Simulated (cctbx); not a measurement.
## A disordered crystal of nominal Rb2MoS3

Cell a = 7.3710 Å, b = 12.4530 Å, c = 14.3080 Å, α = 90.00°, β = 99.79°, γ = 90.00°; space group C2/c (no. 15); nominal formula Rb2MoS3.

The data are simulated with cctbx, not measured: Cu Kα, λ = 1.54184 Å, to d = 0.83 Å, 50 % of the full sphere, strongest reflection 40000 counts, noise from counting, a 2 % proportional error and a noise floor of 8 counts (s.d.); no absorption, and some extinction, which the refinements don't model.

With every site full:

```text
Rint 0.022, 1103 unique reflections to 0.83 A
cycle     R1     wR2    GooF  max shift (A)
   1  0.1193  0.2591   5.265   0.00916
   2  0.0233  0.0490   0.995   0.00002
final R1 0.0233 wR2 0.0490 GooF 0.995  parameters 57  data/parameter 19.4
atom        x        y        z      Ueq    occ   su(xyz)  su(Uiso or U11)
Mo1    0.50000  0.74462  0.75000   0.0034  1.000  0.00005  0.0003
Mo2    0.50000  0.91454  0.25000   0.0038  1.000  0.00006  0.0002
Rb1    0.24348  0.92337  0.49479   0.0060  1.000  0.00006  0.0002
Rb2    0.50000  0.58783  0.25000   0.0023  1.000  0.00006  0.0003
Rb3    0.25000  0.25000  0.50000   0.0029  1.000  0.00000  0.0003
S1     0.13383  0.91385  0.13378   0.0054  1.000  0.00014  0.0005
S2     0.40431  0.91318  0.86259   0.0106  1.000  0.00017  0.0005
S3     0.35374  0.76565  0.35956   0.0035  1.000  0.00015  0.0005
difference map: max 1.06 min -1.08 rms 0.24
Q1    0.0991  0.3120  0.4556    8    1.10  1.41 A from Rb3
Q2    0.0992  0.0732  0.9436    8    0.94  1.19 A from Rb1
Q3    0.1122  0.2345  0.6249    8    0.89  1.86 A from S1
Q4    0.0780  0.9917  0.2240    8    0.84  1.41 A from Rb2
Q5    0.2050  0.1935  0.4079    8    0.83  1.48 A from Rb3
Q6    0.0326  0.4611  0.1281    8    0.80  1.63 A from S2
```

With the occupancies of the suspect sites free, each still typed as its main element:

```text
Rint 0.022, 1103 unique reflections to 0.83 A
cycle     R1     wR2    GooF  max shift (A)
   1  0.0726  0.1523   3.096   0.00018
   8  0.0224  0.0476   0.967   0.00005
final R1 0.0224 wR2 0.0475 GooF 0.966  parameters 58  data/parameter 19.0
atom        x        y        z      Ueq    occ   su(xyz)  su(Uiso or U11)
Mo1    0.50000  0.74462  0.75000   0.0034  1.000  0.00005  0.0003
Mo2    0.50000  0.91454  0.25000   0.0038  1.000  0.00006  0.0002
Rb1    0.24348  0.92338  0.49480   0.0060  1.000  0.00006  0.0002
Rb2    0.50000  0.58783  0.25000   0.0023  1.000  0.00006  0.0003
Rb3    0.25000  0.25000  0.50000   0.0029  1.000  0.00000  0.0003
S1     0.13386  0.91381  0.13381   0.0033  0.960  0.00013  0.0006
S2     0.40440  0.91316  0.86257   0.0107  1.000  0.00016  0.0005
S3     0.35373  0.76565  0.35954   0.0035  1.000  0.00015  0.0005
su of occupancy S1: 0.006
difference map: max 1.04 min -1.10 rms 0.24
Q1    0.0992  0.3120  0.4556    8    1.08  1.41 A from Rb3
Q2    0.1055  0.0735  0.9437    8    0.96  1.15 A from Rb1
Q3    0.1123  0.2343  0.6247    8    0.85  1.85 A from S1
Q4    0.0792  0.9908  0.2243    8    0.82  1.42 A from Rb2
Q5    0.0330  0.4607  0.1280    8    0.82  1.64 A from S2
Q6    0.2063  0.1930  0.4085    8    0.78  1.48 A from Rb3
```

**Question.** What is the disorder?

X-rays count electrons. S1 refines to 0.960(0.006), or 15.4 electrons; the site truly holds 0.97 S, 15.5 electrons, which is 0.970 of S. A value under 1 can't tell vacancies from a lighter guest, and one over 1 needs a heavier guest; chemistry or a second radiation must settle which. Occupancy correlates with U and the scale, so the match is approximate.

Freeing them takes R1 from 0.0233 to 0.0224 and GooF from 0.99 to 0.97.

The model was made for the exercise: a known structure type with other elements put in, its volume estimated, not relaxed; displacement parameters are assumed.

[Middle refinement cycles are left out of these outputs.]

[Logs are printed without paths, hosts, clocks, repeated set-up lines and the standing remarks that a program may print on its own settings, such as how far it seeks lower states.]
